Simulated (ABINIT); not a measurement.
# Beyond one shot: BaZrSe3 (P1)

Aim: iterate the self-energy on BaZrSe3 (P1) and follow the gap from cycle to cycle.

Main program and level: ABINIT 10.8.3; PBEsol and many-body steps on it, plane waves.

### Step 1. The starting structure

It takes space group P1 (No. 1, triclinic). Conventional cell: a = 5.287 Å, b = 5.296 Å, c = 5.309 Å, α = 89.89°, β = 89.91°, γ = 89.96°. Nearest to Ba lie 12 Se at 3.63 to 3.88 Å. Nearest to Zr lie 6 Se at 2.57 to 2.75 Å. Nearest to Se lie 2 Zr at 2.61 to 2.70 Å and 4 Ba at 3.69 to 3.80 Å. Se has 2 Zr at 2.62 to 2.69 Å and 4 Ba at 3.63 to 3.88 Å nearest. Se has 2 Zr at 2.57 to 2.75 Å and 4 Ba at 3.71 to 3.77 Å nearest. Farther neighbours and most contacts between anions are not listed.

The cell and positions are those that the Materials Project relaxed with its own functionals (PBE, PBE+U or r2SCAN), kept fixed. Spin-orbit coupling is left out unless a step names it.

### Step 2. Empty states on the mesh, 2×2×2 mesh, 202 bands

This step: ABINIT 10.8.3; DFT, PBEsol, plane waves, norm-conserving pseudopotentials.

The sums over transitions need many empty states on a uniform mesh; this step solves for them.

run.abi

```
acell 3*1.0 Angstrom
rprim 
  5.287383000000 -0.000000000000 -0.000000000000
  0.003576000000 5.296392000000 -0.000000000000
  0.007950000000 0.010054000000 5.309462000000
ntypat 3
znucl 56 40 34
natom 5
typat 1 2 3 3 3
xred 
  0.998643000000 0.998478000000 0.998673000000
  0.476578000000 0.490069000000 0.476727000000
  0.488317000000 0.998506000000 0.502693000000
  0.983845000000 0.511636000000 0.518540000000
  0.492614000000 0.501310000000 0.993370000000
pp_dirpath "pseudos"
pseudos "Ba.upf, Zr.upf, Se.upf"
ecut 48
ngkpt 2 2 2
nshiftk 1
shiftk 0 0 0
kptopt 1
chksymbreak 0
iscf -2
irdden 1
istwfk *1
nband 202
nbdbuf 18
tolwfr 1e-09
nstep 60
prtvol 0
indata_prefix "in"
outdata_prefix "out"
tmpdata_prefix "tmp"
```

Run with:

```bash
OMP_NUM_THREADS=1 mpirun -n 8 abinit run.abi > log
```

Numbers of over 12 decimals in the logs are rounded to 6 here.

What it wrote:

```text
.Version 10.8.3 of ABINIT. v10.8.2 released Aug 2026.

 Symmetries : space group P1 (#  1); Bravais aP (primitive triclinic)
[... echo of the input left out ...]
== DATASET  1 ==================================================================
-   mpi_nproc: 8, omp_nthreads: 1 (-1 if OMP is not activated)

--- !DatasetInfo
iteration_state: {dtset: 1, }
dimensions: {natom: 5, nkpt: 8, mband: 202, nsppol: 1, nspinor: 1, nspden: 1, mpw: 15990, }
cutoff_energies: {ecut:  48.0, pawecutdg:  -1.0, }
[...]
1.95420    1.95502    1.95827    1.95955    1.96493    1.97558    1.97935    1.98142
   2.02054    2.02543    2.02792    2.04125    2.05656    2.07320    2.07583    2.10112
   2.10254    2.11075
 prteigrs : prtvol=0 or 1, do not print more k-points.

== END DATASET(S) ==============================================================
================================================================================

 -outvars: echo values of variables after computation  --------
            nband         202
             nkpt           8
          spgroup           1
 [... the other variables as echoed above ...]

 Calculation completed.
```

Elapsed: 4.5 min, on 8 MPI ranks of Arm Neoverse N1, shared host; peak memory 1.1 GiB.

This step gave:

| Property | Result |
| --- | --- |
| gap | 0.1586 eV |
| k of the valence top | 0.5, 0.5, 0.5 |
| k of the conduction bottom | 0, 0, 0 |
| least direct gap | 0.6966 eV |
| k points computed | 8 |
| lowest point of the top converged band, above the valence top | 45.58 eV |

On this mesh the gap is 0.159 eV.

The density comes from a self-consistent run that is not shown.

### Step 3. Screening, 2×2×2 mesh, 184 bands, screening to 106.1 eV

The RPA dielectric matrix is built and inverted for each q.

This step: RPA screening on PBEsol, plane waves, norm-conserving pseudopotentials.

Changes to run.abi since step 2:

```diff
@@ -23,10 +23,11 @@
 chksymbreak 0
-iscf -2
-irdden 1
 istwfk *1
-nband 202
-nbdbuf 18
-tolwfr 1e-09
-nstep 60
-prtvol 0
+occopt 1
+irdwfk 1
+optdriver 3
+nband 184
+ecuteps 3.9
+inclvkb 2
+awtr 1
+symchi 1
 indata_prefix "in"
```

What it wrote:

```text
.Version 10.8.3 of ABINIT. v10.8.2 released Aug 2026.

 Symmetries : space group P1 (#  1); Bravais aP (primitive triclinic)
[... echo of the input left out ...]
== DATASET  1 ==================================================================
-   mpi_nproc: 8, omp_nthreads: 1 (-1 if OMP is not activated)

--- !DatasetInfo
iteration_state: {dtset: 1, }
dimensions: {natom: 5, nkpt: 8, mband: 184, nsppol: 1, nspinor: 1, nspden: 1, mpw: 15990, }
cutoff_energies: {ecut:  48.0, pawecutdg:  -1.0, }
electrons: {nelect:   9.40000000E+01, charge:   0.00000000E+00, occopt:   1.00000000E+00, tsmear:   1.00000000E-02, }

 SCREENING: Calculation of the susceptibility and dielectric matrices

 Based on a program developped by R.W. Godby, V. Olevano, G. Onida, and L. Reining.
 Incorporated in ABINIT by V. Olevano, G.-M. Rignanese, and M. Torrent.
.Using double precision arithmetic ; gwpc =  8

[... cell and pseudopotentials left out ...]
--------------------------------------------------------------------------------

 ==== K-mesh for the wavefunctions ====
 Number of points in the irreducible wedge :     8
[... list of points left out ...]
 Together with  1 symmetry operations and time-reversal symmetry
 yields     8 points in the full Brillouin Zone.

 ==== Q-mesh for the screening function ====
 Number of points in the irreducible wedge :     8
[... list of points left out ...]
 Together with  1 symmetry operations and time-reversal symmetry
 yields     8 points in the full Brillouin Zone.

 setmesh: FFT mesh size selected  =    40x   40x   45
          total number of points  =        72000

 vcoul_init : cutoff-mode = AUXILIARY_FUNCTION
 q-points for optical limit:   1
     1)      0.000010    0.000020    0.000030

- screening: taking advantage of time-reversal symmetry
- Maximum band index for partially occupied states nbvw = 47
- Remaining bands to be divided among processors   nbcw = 137
- Number of bands treated by each node ~17

 Number of electrons calculated from density =   94.0000; Expected =   94.0000
 average of density, n =  0.093683
 r_s =    1.3659
 omega_plasma =   29.5247 [eV]

 calculating chi0 at frequencies [eV] :
  1    0.000000E+00    0.000000E+00
  2    0.000000E+00    2.952470E+01

--------------------------------------------------------------------------------
  q-point number  1        q = ( 0.000000, 0.000000, 0.000000) [r.l.u.]
--------------------------------------------------------------------------------
[... chi0 elements left out ...]
 For q-point:  0.000010 0.000020 0.000030
  dielectric constant =  24.4711
  dielectric constant without local fields =  31.1432

  Average fulfillment of the sum rule on Im[epsilon] for q-point    1 :     38.74  [%]
[... wings left out ...]
  q-point number  2        q = ( 0.500000, 0.000000, 0.000000) [r.l.u.]
--------------------------------------------------------------------------------
[... chi0 elements left out ...]
  Average fulfillment of the sum rule on Im[epsilon] for q-point    2 :     41.62  [%]

 [... 6 further q-points ...]
```

Elapsed: 4.6 min, on 8 MPI ranks; peak memory 6.7 GiB; 36 min of CPU time.

Numbers from this step:

* ε∞ with local fields, on this mesh, along the program's q direction: 24.47
* the same without local fields: 31.14
* plasma frequency: 29.52 eV
* plane waves in the screening matrix: 365

Local fields lower ε∞ by 21 %. On a Γ-centred mesh this coarse the value itself is usually too large, while a short band sum pulls it down.

### Step 4. G0W0

The self-energy is evaluated for the states that the input lists, and the levels follow from it, in one-shot runs by the linearised quasiparticle equation.

This step: G0W0 on PBEsol, plane waves, norm-conserving pseudopotentials.

Changes to run.abi since step 3:

```diff
@@ -26,8 +26,17 @@
 irdwfk 1
-optdriver 3
+optdriver 4
 nband 184
+gwcalctyp 0
+ecutsigx 48
+symsigma 1
+nkptgw 2
+kptgw 
+  0.5000000000 0.5000000000 0.5000000000
+  0.0000000000 0.0000000000 0.0000000000
+bdgw 
+  46 49
+  46 49
 ecuteps 3.9
-inclvkb 2
-awtr 1
-symchi 1
+irdscr 1
+ppmodel 1
 indata_prefix "in"
```

What it wrote:

```text
.Version 10.8.3 of ABINIT. v10.8.2 released Aug 2026.

 Symmetries : space group P1 (#  1); Bravais aP (primitive triclinic)
[... echo of the input left out ...]
== DATASET  1 ==================================================================
-   mpi_nproc: 8, omp_nthreads: 1 (-1 if OMP is not activated)

--- !DatasetInfo
iteration_state: {dtset: 1, }
dimensions: {natom: 5, nkpt: 8, mband: 184, nsppol: 1, nspinor: 1, nspden: 1, mpw: 15990, }
cutoff_energies: {ecut:  48.0, pawecutdg:  -1.0, }
electrons: {nelect:   9.40000000E+01, charge:   0.00000000E+00, occopt:   1.00000000E+00, tsmear:   1.00000000E-02, }

 SIGMA: Calculation of the GW corrections

 Based on a program developped by R.W. Godby, V. Olevano, G. Onida, and L. Reining.
 Incorporated in ABINIT by V. Olevano, G.-M. Rignanese, and M. Torrent.
.Using double precision arithmetic ; gwpc =  8

[... cell and pseudopotentials left out ...]
--------------------------------------------------------------------------------

 ==== K-mesh for the wavefunctions ====
 Number of points in the irreducible wedge :     8
[... list of points left out ...]
 Together with  1 symmetry operations and time-reversal symmetry
 yields     8 points in the full Brillouin Zone.

 ==== Q-mesh for screening function ====
 Number of points in the irreducible wedge :     8
[... list of points left out ...]
 Together with  1 symmetry operations and time-reversal symmetry
 yields     8 points in the full Brillouin Zone.

 vcoul_init : cutoff-mode = AUXILIARY_FUNCTION
 q-points for optical limit:   1
     1)      0.000010    0.000020    0.000030
 setmesh: FFT mesh size selected  =    64x   64x   64
          total number of points  =       262144

 Number of electrons calculated from density =   94.0000; Expected =   94.0000
 average of density, n =  0.093683
 r_s =    1.3659
 omega_plasma =   29.5247 [eV]

 === KS Band Gaps ===
  >>>> For spin  1
   Minimum direct gap =   0.6966 [eV], located at k-point      :   0.0000  0.0000  0.0000
   Fundamental gap    =   0.1584 [eV], Top of valence bands at :   0.5000  0.5000  0.5000
                                       Bottom of conduction at :   0.0000  0.0000  0.0000
 SIGMA fundamental parameters:
 PLASMON POLE MODEL  1
 number of plane-waves for SigmaX                15905
 number of plane-waves for SigmaC and W            365
 number of plane-waves for wavefunctions         15905
 number of bands                                   184
 number of independent spin polarizations            1
 number of spinorial components                      1
 number of k-points in IBZ                           8
 number of q-points in IBZ                           8
 number of symmetry operations                       1
 number of k-points in BZ                            8
 number of q-points in BZ                            8
 number of frequencies for dSigma/dE                 9
 frequency step for dSigma/dE [eV]                0.25
 number of omega for Sigma on real axis              0
 max omega for Sigma on real axis  [eV]           0.00
 zcut for avoiding poles [eV]                     0.10

 EPSILON^-1 parameters (SCR file):
 dimension of the eps^-1 matrix on file            365
 dimension of the eps^-1 matrix used               365
 number of plane-waves for wavefunctions         15905
 number of bands                                   184
 number of q-points in IBZ                           8
 number of frequencies                               2
 number of real frequencies                          1
 number of imag frequencies                          1

 matrix elements of self-energy operator (all in [eV])

 Perturbative Calculation

--- !SelfEnergy_ee
iteration_state: {dtset: 1, }
kpoint     : [   0.500,    0.500,    0.500, ]
spin       : 1
KS_gap     :    2.344
QP_gap     :    3.038
Delta_QP_KS:    0.694
data: !SigmaeeData |
     Band     E0 <VxcDFT>   SigX SigC(E0)      Z dSigC/dE  Sig(E)    E-E0       E
       46   5.756 -14.219 -16.183   2.095   0.785  -0.274 -14.116   0.103   5.859
       47   5.789 -14.233 -16.206   2.110   0.784  -0.275 -14.126   0.107   5.896
       48   8.133 -12.915  -7.318  -4.570   0.781  -0.281 -12.113   0.801   8.934
       49   8.323 -13.701  -7.754  -4.801   0.773  -0.293 -12.814   0.887   9.210

--- !SelfEnergy_ee
iteration_state: {dtset: 1, }
kpoint     : [   0.000,    0.000,    0.000, ]
spin       : 1
KS_gap     :    0.697
QP_gap     :    1.330
Delta_QP_KS:    0.634
data: !SigmaeeData |
     Band     E0 <VxcDFT>   SigX SigC(E0)      Z dSigC/dE  Sig(E)    E-E0       E
       46   5.183 -14.370 -16.291   2.055   0.786  -0.272 -14.264   0.106   5.288
       47   5.251 -14.565 -16.645   2.193   0.787  -0.271 -14.476   0.089   5.340
       48   5.948 -12.641  -7.808  -3.917   0.788  -0.269 -11.918   0.723   6.670
       49   6.078 -12.779  -8.179  -3.703   0.789  -0.268 -12.071   0.708   6.786

== END DATASET(S) ==============================================================
================================================================================

 -outvars: echo values of variables after computation  --------
           etotal      0.0000000000E+00
            nband         184
             nkpt           8
          spgroup           1
 [... the other variables as echoed above ...]

 Calculation completed.
```

Wall time 30 s (8 MPI ranks); peak memory 3.4 GiB; 3.9 min of CPU time.

Numbers from this step:

- G0W0 gap on the points computed: 0.774 eV
- starting gap on the mesh: 0.1586 eV
- k of the valence top: 0.5, 0.5, 0.5
- k of the conduction bottom: 0, 0, 0
- Z at the valence top: 0.784
- Z at the conduction bottom: 0.788
- least direct G0W0 gap on the computed points: 1.33 eV

The gap on the mesh goes from 0.16 eV to 0.77 eV, a correction of +0.62 eV.

### Step 5. evGW0, cycle 1

This step: evGW0 on PBEsol, plane waves, norm-conserving pseudopotentials.

Changes to run.abi since step 4:

```diff
@@ -28,12 +28,24 @@
 nband 184
-gwcalctyp 0
+gwcalctyp 10
 ecutsigx 48
 symsigma 1
-nkptgw 2
+nkptgw 8
 kptgw 
+  0.0000000000 0.0000000000 0.0000000000
+  0.5000000000 0.0000000000 0.0000000000
+  0.0000000000 0.5000000000 0.0000000000
+  0.5000000000 0.5000000000 0.0000000000
+  0.0000000000 0.0000000000 0.5000000000
+  0.5000000000 0.0000000000 0.5000000000
+  0.0000000000 0.5000000000 0.5000000000
   0.5000000000 0.5000000000 0.5000000000
-  0.0000000000 0.0000000000 0.0000000000
 bdgw 
-  46 49
-  46 49
+  39 51
+  39 51
+  39 51
+  39 51
+  39 51
+  39 51
+  39 51
+  39 51
 ecuteps 3.9
```

What it wrote:

```text
.Version 10.8.3 of ABINIT. v10.8.2 released Aug 2026.

 Symmetries : space group P1 (#  1); Bravais aP (primitive triclinic)
[... echo of the input left out ...]
== DATASET  1 ==================================================================
-   mpi_nproc: 8, omp_nthreads: 1 (-1 if OMP is not activated)

--- !DatasetInfo
iteration_state: {dtset: 1, }
dimensions: {natom: 5, nkpt: 8, mband: 184, nsppol: 1, nspinor: 1, nspden: 1, mpw: 15990, }
cutoff_energies: {ecut:  48.0, pawecutdg:  -1.0, }
electrons: {nelect:   9.40000000E+01, charge:   0.00000000E+00, occopt:   1.00000000E+00, tsmear:   1.00000000E-02, }

 SIGMA: Calculation of the GW corrections

 Based on a program developped by R.W. Godby, V. Olevano, G. Onida, and L. Reining.
 Incorporated in ABINIT by V. Olevano, G.-M. Rignanese, and M. Torrent.
.Using double precision arithmetic ; gwpc =  8

[... cell and pseudopotentials left out ...]
--------------------------------------------------------------------------------

 ==== K-mesh for the wavefunctions ====
 Number of points in the irreducible wedge :     8
[... list of points left out ...]
 Together with  1 symmetry operations and time-reversal symmetry
 yields     8 points in the full Brillouin Zone.

 ==== Q-mesh for screening function ====
 Number of points in the irreducible wedge :     8
[... list of points left out ...]
 Together with  1 symmetry operations and time-reversal symmetry
 yields     8 points in the full Brillouin Zone.

 vcoul_init : cutoff-mode = AUXILIARY_FUNCTION
 q-points for optical limit:   1
     1)      0.000010    0.000020    0.000030
 setmesh: FFT mesh size selected  =    64x   64x   64
          total number of points  =       262144

 Number of electrons calculated from density =   94.0000; Expected =   94.0000
[...]
spin       : 1
KS_gap     :    2.339
QP_gap     :    3.114
Delta_QP_KS:    0.775
data: !SigmaeeData |
     Band     E_DFT   <VxcDFT>   E(N-1)  <Hhartree>   SigX  SigC[E(N-1)]    Z     dSigC/dE  Sig[E(N)]  DeltaE  E(N)_pert E(N)_diago
[...]
--- !SelfEnergy_ee
iteration_state: {dtset: 1, }
kpoint     : [   0.500,    0.500,    0.500, ]
spin       : 1
KS_gap     :    2.344
QP_gap     :    3.038
Delta_QP_KS:    0.694
data: !SigmaeeData |
     Band     E_DFT   <VxcDFT>   E(N-1)  <Hhartree>   SigX  SigC[E(N-1)]    Z     dSigC/dE  Sig[E(N)]  DeltaE  E(N)_pert E(N)_diago
[...]
50     8.401   -14.127     8.401    22.528    -7.956    -4.967     0.768    -0.302   -13.202     0.925     9.326     9.513
       51     8.797    -9.967     8.797    18.764    -5.274    -3.977     0.816    -0.226    -9.383     0.584     9.381     9.605

 New Fermi energy :        2.350132E-01 Ha ,    6.395036E+00 eV

 === QP Band Gaps ===
  >>>> For spin  1
   Minimum direct gap =   1.5005 [eV], located at k-point      :   0.0000  0.0000  0.0000
   Fundamental gap    =   0.9384 [eV], Top of valence bands at :   0.5000  0.5000  0.5000
                                       Bottom of conduction at :   0.0000  0.0000  0.0000

 writing QP data on file : out_QPS

 Convergence of QP corrections
 >>>>> For spin  1 <<<<<
.  kptgw no:  1; Maximum DeltaE = (   0.000   0.000) for band index: 13
.  kptgw no:  2; Maximum DeltaE = (   0.000   0.000) for band index: 12
.  kptgw no:  3; Maximum DeltaE = (   0.000   0.000) for band index: 11
[...]
.  kptgw no:  7; Maximum DeltaE = (  -0.051  -0.001) for band index: 13
.  kptgw no:  8; Maximum DeltaE = (   0.915  -0.000) for band index: 12

== END DATASET(S) ==============================================================
================================================================================

 -outvars: echo values of variables after computation  --------
           etotal      0.0000000000E+00
            nband         184
             nkpt           8
          spgroup           1
 [... the other variables as echoed above ...]

 Calculation completed.
```

It took 4.8 min on 8 MPI ranks; peak memory 6.9 GiB.

Numbers from this step:

```
quasiparticle gap on the mesh                         : 0.9380 eV
gap of the density functional on the mesh             : 0.1586 eV
k of the valence top                                  : 0.5, 0.5, 0.5
k of the conduction bottom                            : 0, 0, 0
Z at the valence top                                  : 0.784
Z at the conduction bottom                            : 0.788
least direct quasiparticle gap on the computed points : 1.5 eV
```

Against G0W0 in ABINIT (2×2×2 mesh, 184 bands, screening to 106.1 eV, Godby-Needs plasmon pole), the gap moves by +0.164 eV. This first cycle still uses the starting levels; it takes the full correction, at all points of the mesh, and its linearised value is 0.774 eV.

### Step 6. evGW0, cycle 2

The corrected levels of the last cycle go back in.

Changes to run.abi since step 5:

```diff
@@ -53,2 +53,3 @@
 ppmodel 1
+irdqps 1
 indata_prefix "in"
```

What it wrote:

```text
.Version 10.8.3 of ABINIT. v10.8.2 released Aug 2026.

 Symmetries : space group P1 (#  1); Bravais aP (primitive triclinic)
[... echo of the input left out ...]
== DATASET  1 ==================================================================
-   mpi_nproc: 8, omp_nthreads: 1 (-1 if OMP is not activated)

--- !DatasetInfo
iteration_state: {dtset: 1, }
dimensions: {natom: 5, nkpt: 8, mband: 184, nsppol: 1, nspinor: 1, nspden: 1, mpw: 15990, }
cutoff_energies: {ecut:  48.0, pawecutdg:  -1.0, }
[...]
.  kptgw no:  3; Maximum DeltaE = (   0.035  -0.000) for band index: 13
[...]
.  kptgw no:  7; Maximum DeltaE = (   0.019  -0.002) for band index: 13
.  kptgw no:  8; Maximum DeltaE = (   0.033  -0.006) for band index: 13

== END DATASET(S) ==============================================================
================================================================================

 -outvars: echo values of variables after computation  --------
           etotal      0.0000000000E+00
            nband         184
             nkpt           8
          spgroup           1
 [... the other variables as echoed above ...]

 Calculation completed.
```

It took 4.9 min on 8 MPI ranks; peak memory 6.9 GiB; 39 min of CPU time.

Numbers from this step:

| Quantity | Value |
| --- | --- |
| quasiparticle gap on the mesh | 0.8790 eV |
| gap of the density functional on the mesh | 0.1586 eV |
| k of the valence top | 0.5, 0.5, 0.5 |
| k of the conduction bottom | 0, 0, 0 |
| least direct quasiparticle gap on the computed points | 1.437 eV |

Against the cycle before, the gap moves by −0.059 eV.

(Continued in part 2 of 3.)

[Paths, hosts, dates, memory and timing lines, banners, echoed tables and standing remarks are left out of the program output.]

[Logs are printed without paths, hosts, clocks, repeated set-up lines and the standing remarks that a program may print on its own settings, such as how far it seeks lower states.]

[Runs of the session that timed out or met a known fault of the program may be left out.]

[Hosts, paths, dates, database ids (printed as entryN), source tags and the programs' standing remarks are cut or masked in the printed files.]

[G0W0 gaps are taken among the corrected bands and points alone; a level outside them can change the order at an edge.]

[Where Ansatz stands beside ABINIT at settings called matched, ABINIT's density can come from a denser mesh and the files from another edition; pairs whose starting gaps differed by over 0.03 eV were left out, so agreement reads better than it is.]
